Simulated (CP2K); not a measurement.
Consider acetyl fluoride at its PBE geometry (Å).

```xyz
7

C    -0.6492   -0.1366   -0.0256
C     0.7924    0.2676   -0.0041
F     1.6298   -0.8455    0.1237
O     1.2627    1.3669   -0.0624
H    -1.0657    0.0260    0.9791
H    -0.7750   -1.1900   -0.2906
H    -1.1950    0.5116   -0.7201
```

Method: CP2K XAS_TDP, all-electron GAPW, PBEh(45%), aug-cc-pVDZ, TDA, GW2X-corrected core level, no relativity.

Question: Where do the C K-edge lines lie, and how strong are they?

Leading lines: C1 291.99 eV and C2 291.01 eV. The leading line of an atom is its first one with 35 % of the strongest within 2.5 eV of its lowest line over the strength cut. Core ionisation energies at this level: C1 293.67 and C2 298.27 eV.

The first six lines of each atom with a strength over 0.0015:

```
                     atom  energy (eV)  states  strength, one atom  above the computed threshold
 C1 (bonded to C and 3 H)       291.17       1              0.0035                              
                                291.99       1              0.0267                              
                                292.22       1              0.0241                              
                                292.78       1              0.0036                              
                                293.01       1              0.0226                              
                                293.76       1              0.0062                           yes
C2 (bonded to C, F and O)       291.01       1              0.0762                              
                                295.59       1              0.0345                              
                                296.79       1              0.0219                              
                                297.62       1              0.0031                              
                                297.68       1              0.0039                              
                                298.40       1              0.0085                           yes
```

Lines are vertical, at one geometry, with no vibrational structure. GW2X ionisation energies and lines can be off by 1 to 2 eV either way, and a good line position may hide errors that cancel. These values hold no scalar relativity, about 0.1 eV for C 1s. Rydberg lines, and the discretised continuum above threshold, depend on the basis and the box.

[Banner, clock and machine lines of the logs are left out without a mark of their own.]

[Logs are printed without paths, hosts, clocks, repeated set-up lines and the standing remarks that a program may print on its own settings, such as how far it seeks lower states.]

[Hosts, paths, dates, database ids (printed as entryN), source tags and the programs' standing remarks are cut or masked in the printed files.]
